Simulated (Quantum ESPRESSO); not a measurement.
# two Co on Zn sites of ZnO, 4.57 Å apart: parallel and opposed starts, part 2 of 2

Does two Co on Zn sites of ZnO, 4.57 Å apart prefer parallel or opposed moments?

Quantum ESPRESSO 7.5; PBE; plane waves with GBRV 1.5 PBE potentials, no spin-orbit coupling.

So far, absolute magnetization (μB): step 2 (start 1: ferro ++) 6.10.

### 3. Start 2: antiferro +−

File pw.in:

```
&CONTROL
  calculation = 'scf'
  prefix = 'pwscf'
  outdir = './tmp'
  pseudo_dir = './pseudo'
  disk_io = 'nowf'
/
&SYSTEM
  ibrav = 0
  celldm(1) = 8
  nat = 16
  ntyp = 4
  ecutwfc = 40
  ecutrho = 280
  nbnd = 124
  occupations = 'smearing'
  smearing = 'fd'
  degauss = 0.00367493
  nspin = 2
  starting_magnetization(1) = 0.1588
  starting_magnetization(2) = 0
  starting_magnetization(3) = 0
  starting_magnetization(4) = -0.1588
/
&ELECTRONS
  conv_thr = 3.2d-08
  electron_maxstep = 150
  mixing_beta = 0.3
/
ATOMIC_SPECIES
Co1    58.9332 co_pbe_v1.2.uspp.F.UPF
Zn     65.3800 zn_pbe_v1.uspp.F.UPF
O      15.9990 o_pbe_v1.2.uspp.F.UPF
Co2    58.9332 co_pbe_v1.2.uspp.F.UPF
CELL_PARAMETERS alat
   1.5354024762584    0.0000000000000    0.0000000000000
  -0.7677012381292    1.3296975200411    0.0000000000000
   0.0000000000000    0.0000000000000    1.2299754913658
ATOMIC_POSITIONS crystal
Co1     0.1666666700    0.3333333300    0.0000000000
Zn      0.3333333300    0.1666666700    0.5000000000
O       0.1666666700    0.3333333300    0.3820000000
O       0.3333333300    0.1666666700    0.8820000000
Zn      0.1666666700    0.8333333300    0.0000000000
Zn      0.3333333300    0.6666666700    0.5000000000
O       0.1666666700    0.8333333300    0.3820000000
O       0.3333333300    0.6666666700    0.8820000000
Zn      0.6666666700    0.3333333300    0.0000000000
Zn      0.8333333300    0.1666666700    0.5000000000
O       0.6666666700    0.3333333300    0.3820000000
O       0.8333333300    0.1666666700    0.8820000000
Zn      0.6666666700    0.8333333300    0.0000000000
Co2     0.8333333300    0.6666666700    0.5000000000
O       0.6666666700    0.8333333300    0.3820000000
O       0.8333333300    0.6666666700    0.8820000000
K_POINTS automatic
4 4 5 0 0 0
```

Launch:

```sh
OMP_NUM_THREADS=1 mpirun -n 4 pw.x -nk 4 -in pw.in > pw.out
```

Log:

```text
[banner, memory and clock lines left out]
Program PWSCF v.7.5 starts

     Message from routine setup:
     using ibrav=0 with symmetry is DISCOURAGED, use correct ibrav instead

     bravais-lattice index     =            0
     lattice parameter (alat)  =       8.0000  a.u.
     unit-cell volume          =    1285.7055 (a.u.)^3
     number of atoms/cell      =           16
     number of atomic types    =            4
     number of electrons       =       202.00
     number of Kohn-Sham states=          124
     kinetic-energy cutoff     =      40.0000  Ry
     charge density cutoff     =     280.0000  Ry
     scf convergence threshold =      3.2E-08
     mixing beta               =       0.3000
     number of iterations used =            8  plain     mixing
     Exchange-correlation= SLA  PW   PBE  PBE
                           (   1   4   3   4   0   0   0)

     celldm(1)=   8.000000  celldm(2)=   0.000000  celldm(3)=   0.000000
     celldm(4)=   0.000000  celldm(5)=   0.000000  celldm(6)=   0.000000

     crystal axes: (cart. coord. in units of alat)
               a(1) = (   1.535402   0.000000   0.000000 )
               a(2) = (  -0.767701   1.329698   0.000000 )
               a(3) = (   0.000000   0.000000   1.229975 )

     reciprocal axes: (cart. coord. in units 2 pi/alat)
               b(1) = (  0.651295  0.376025 -0.000000 )
               b(2) = (  0.000000  0.752051  0.000000 )
               b(3) = (  0.000000 -0.000000  0.813024 )

     PseudoPot. # 1 for Co read from file:
     co_pbe_v1.2.uspp.F.UPF
     Pseudo is Ultrasoft + core correction, Zval = 17.0

     PseudoPot. # 2 for Zn read from file:
     zn_pbe_v1.uspp.F.UPF
     Pseudo is Ultrasoft, Zval = 20.0

     PseudoPot. # 3 for O  read from file:
     o_pbe_v1.2.uspp.F.UPF
     Pseudo is Ultrasoft + core correction, Zval =  6.0

     PseudoPot. # 4 for Co read from file:
     co_pbe_v1.2.uspp.F.UPF
     Pseudo is Ultrasoft + core correction, Zval = 17.0

     atomic species   valence    mass     pseudopotential
     Co1              17.00    58.93320     Co( 1.00)
     Zn               20.00    65.38000     Zn( 1.00)
     O                 6.00    15.99900     O ( 1.00)
     Co2              17.00    58.93320     Co( 1.00)

     Starting magnetic structure
     atomic species   magnetization
     Co1             0.159
     Zn              0.000
     O               0.000
     Co2            -0.159

      6 Sym. Ops. (no inversion) found ( 4 have fractional translation)

   Cartesian axes

     site n.     atom                  positions (alat units)
         1        Co1    tau(   1) = (   0.0000000   0.4432325   0.0000000  )
         2        Zn     tau(   2) = (   0.3838506   0.2216163   0.6149877  )
         3        O      tau(   3) = (   0.0000000   0.4432325   0.4698506  )
         4        O      tau(   4) = (   0.3838506   0.2216163   1.0848384  )
         5        Zn     tau(   5) = (  -0.3838506   1.1080813   0.0000000  )
         6        Zn     tau(   6) = (  -0.0000000   0.8864650   0.6149877  )
         7        O      tau(   7) = (  -0.3838506   1.1080813   0.4698506  )
         8        O      tau(   8) = (  -0.0000000   0.8864650   1.0848384  )
         9        Zn     tau(   9) = (   0.7677012   0.4432325   0.0000000  )
        10        Zn     tau(  10) = (   1.1515518   0.2216163   0.6149877  )
        11        O      tau(  11) = (   0.7677012   0.4432325   0.4698506  )
        12        O      tau(  12) = (   1.1515518   0.2216163   1.0848384  )
        13        Zn     tau(  13) = (   0.3838506   1.1080813   0.0000000  )
        14        Co2    tau(  14) = (   0.7677012   0.8864650   0.6149877  )
        15        O      tau(  15) = (   0.3838506   1.1080813   0.4698506  )
        16        O      tau(  16) = (   0.7677012   0.8864650   1.0848384  )

     number of k points=    14  Fermi-Dirac smearing, width (Ry)=  0.0037
                       cart. coord. in units 2pi/alat
        k(    1) = (   0.0000000   0.0000000   0.0000000), wk =   0.0125000
        k(    2) = (   0.0000000   0.0000000   0.1626049), wk =   0.0250000
        k(    3) = (   0.0000000   0.0000000   0.3252097), wk =   0.0250000
        k(    4) = (   0.0000000   0.1880127   0.0000000), wk =   0.0750000
        k(    5) = (   0.0000000   0.1880127   0.1626049), wk =   0.0750000
        [... 9 further k-points ...]

     Dense  grid:   101633 G-vectors     FFT dimensions: (  72,  72,  54)

     Smooth grid:    43977 G-vectors     FFT dimensions: (  50,  50,  40)

     Check: negative core charge=   -0.000014
     Generating pointlists ...
     new r_m :   0.1924 (alat units)  1.5391 (a.u.) for type    1
     new r_m :   0.1924 (alat units)  1.5391 (a.u.) for type    2
     new r_m :   0.1924 (alat units)  1.5391 (a.u.) for type    3
     new r_m :   0.1924 (alat units)  1.5391 (a.u.) for type    4

     Initial potential from superposition of free atoms

     starting charge     199.9991, renormalised to     202.0000
     Starting wfcs are  136 randomized atomic wfcs

     Self-consistent Calculation

     iteration #  1     ecut=    40.00 Ry     beta= 0.30
     Davidson diagonalization with overlap
     ethr =  1.00E-02,  avg # of iterations =  3.9

     total energy              =   -3619.76380169 Ry
     estimated scf accuracy    <      14.58881595 Ry

     total magnetization       =     0.00 Bohr mag/cell
     absolute magnetization    =     3.44 Bohr mag/cell

     iteration #  2     ecut=    40.00 Ry     beta= 0.30
     Davidson diagonalization with overlap
     ethr =  7.22E-03,  avg # of iterations =  2.2

     total energy              =   -3619.97492817 Ry
     estimated scf accuracy    <      41.67864903 Ry

     total magnetization       =    -0.00 Bohr mag/cell
     absolute magnetization    =     4.95 Bohr mag/cell

     [... further iterations left out ...]

     iteration # 13     ecut=    40.00 Ry     beta= 0.30
     Davidson diagonalization with overlap
     ethr =  2.63E-10,  avg # of iterations =  2.0

     total energy              =   -3624.92274680 Ry
     estimated scf accuracy    <       0.00000007 Ry

     total magnetization       =    -0.00 Bohr mag/cell
     absolute magnetization    =     6.05 Bohr mag/cell

     iteration # 14     ecut=    40.00 Ry     beta= 0.30
     Davidson diagonalization with overlap
     ethr =  3.54E-11,  avg # of iterations =  2.0

     Magnetic moment per site  (integrated on atomic sphere of radius R)
     atom   1 (R=0.192)  charge= 14.2855  magn=  2.3564
     atom   2 (R=0.192)  charge= 17.4194  magn= -0.0023
     atom   3 (R=0.192)  charge=  5.4312  magn=  0.0711
     atom   4 (R=0.192)  charge=  5.4309  magn=  0.0795
     atom   5 (R=0.192)  charge= 17.4194  magn=  0.0023
     atom   6 (R=0.192)  charge= 17.4194  magn= -0.0023
     atom   7 (R=0.192)  charge=  5.4309  magn= -0.0795
     atom   8 (R=0.192)  charge=  5.4309  magn=  0.0795
     atom   9 (R=0.192)  charge= 17.4194  magn=  0.0023
     atom  10 (R=0.192)  charge= 17.4194  magn= -0.0023
     atom  11 (R=0.192)  charge=  5.4309  magn= -0.0795
     atom  12 (R=0.192)  charge=  5.4309  magn=  0.0795
     atom  13 (R=0.192)  charge= 17.4194  magn=  0.0023
     atom  14 (R=0.192)  charge= 14.2855  magn= -2.3564
     atom  15 (R=0.192)  charge=  5.4309  magn= -0.0795
     atom  16 (R=0.192)  charge=  5.4312  magn= -0.0711

     End of self-consistent calculation

     [... lines left out ...]
     the Fermi energy is    10.5683 ev

!    total energy              =   -3624.92274694 Ry
     estimated scf accuracy    <       0.00000002 Ry
     smearing contrib. (-TS)   =      -0.00128982 Ry
     internal energy E=F+TS    =   -3624.92145712 Ry

     The total energy is F=E-TS. E is the sum of the following terms:
     one-electron contribution =   -2866.10847137 Ry
     hartree contribution      =    1519.93073678 Ry
     xc contribution           =    -377.73837724 Ry
     ewald contribution        =   -1901.00534530 Ry

     total magnetization       =    -0.00 Bohr mag/cell
     absolute magnetization    =     6.05 Bohr mag/cell

     convergence has been achieved in  14 iterations
```

Elapsed: 2.1 min, on 4 MPI ranks of Intel Xeon Platinum 8488C (Sapphire Rapids), shared host; peak memory 1.2 GiB.

Spin moment in the atom's sphere by atom:

```csv
atom,spin moment in the atom's sphere (μB)
Co1,2.36
Zn2,0.00
O3,0.07
O4,0.08
Zn5,0.00
Zn6,0.00
O7,-0.08
O8,0.08
Zn9,0.00
Zn10,0.00
O11,-0.08
O12,0.08
Zn13,0.00
Co14,-2.36
O15,-0.08
O16,-0.07
```

Read from the output:

| Property | Result |
| --- | --- |
| smearing term TS | 0.01755 eV |
| magnetization | 0 μB |
| absolute magnetization | 6.051 μB |
| final state | antiferromagnetic |

Spin density in the ac plane at fractional y = 0.333, with atoms of Co and O and Zn within 0.2 Å of it.

Ten even steps from '0' (-0.1 e/Å³) to '9' (7.0 e/Å³), each cell a mean:
```
003510000000000000
000100000000000000
000000000000000000
000000000000000000
000000000000000000
000000000000000000
000000000000000000
000000000000000000
000000000000000000
000000000000000000
000000000000000000
000000000000000000
001300000000000000
015920000000000000
```
Columns run along a (6.5 Å), rows up along c (5.2 Å). Atoms in or near the plane, at fractional coordinates: Co at (0.17, 0.00), O at (0.17, 0.38), Zn at (0.67, 0.00), O at (0.67, 0.38).

Valence density in the ac plane at fractional y = 0.333, with atoms of Co and O and Zn within 0.2 Å of it. It is the smooth field of the valence electrons, not physical close to the nuclei.

Ten steps, logarithmic in the rise over the least value, from '_' (0 e/Å³) to '@' (66 e/Å³), each cell a mean:
```
__--**##++..________::##%%++..______
__..::--::__________..::--..________
____________________________________
____________________________________
____________________________________
____________________________________
__....::..__________....::..________
__::====--..________::====--..______
__::==++--..________::==++--..______
__..--==::..________..--==::..______
____..::..____________......________
____......____________......________
__::++++--..________::++**--________
__--##%%**..________--%%@@**..______
```
Columns run along a (6.5 Å), rows up along c (5.2 Å). Atoms in or near the plane, at fractional coordinates: Co at (0.17, 0.00), O at (0.17, 0.38), Zn at (0.67, 0.00), O at (0.67, 0.38).

### 4. The states side by side

An order is kept where moments of 0.15 μB or more survive with the typed signs; meshes match where a doubled cell samples the same k points as the first cell.

Orders:

```
       start        final state  typed order kept  energy over the lowest (meV a seeded atom)  largest site moment (μB)  net moment (μB a cell of the first run)  mesh matched  CPU time (s)
    ferro ++      ferromagnetic               yes                                           0                     2.359                                    6.039           yes         411.8
antiferro +-  antiferromagnetic               yes                                      0.2747                     2.356                                        0           yes         511.5
```

### 5. Results

```json
{
  "lowest state found": "ferromagnetic (from ferro ++)",
  "largest site moment": "2.36 μB",
  "next state with moments": "antiferromagnetic, 0.275 meV a seeded atom higher"
}
```

In words: The two lowest states lie so close that the mesh, the smearing, the functional or spin–orbit coupling could swap them. This is the lowest of 2 collinear or spinless starts, no proof of the ground state. No Hubbard term acts here. In such compounds local and semilocal functionals without one often delocalise the d electrons, and can shrink or lose moments and miss the size, sign and order of the couplings. The smearing term is large for its width, so states at the Fermi level are partly filled: at this level the cell is a metal or has a gap of a few widths at most. The cell was built by rule and the atoms were not relaxed, which can move these energies.

[Logs and program files are shortened in this print: banners, set-up blocks, solver, clock and traceback lines can be left out without a mark of their own.]

[Logs are printed without paths, hosts, clocks, repeated set-up lines and the standing remarks that a program may print on its own settings, such as how far it seeks lower states.]

[Hosts, paths, dates, database ids (printed as entryN), source tags and the programs' standing remarks are cut or masked in the printed files.]

[Where a cell is said to come from a database of computed structures, the database is the Materials Project.]
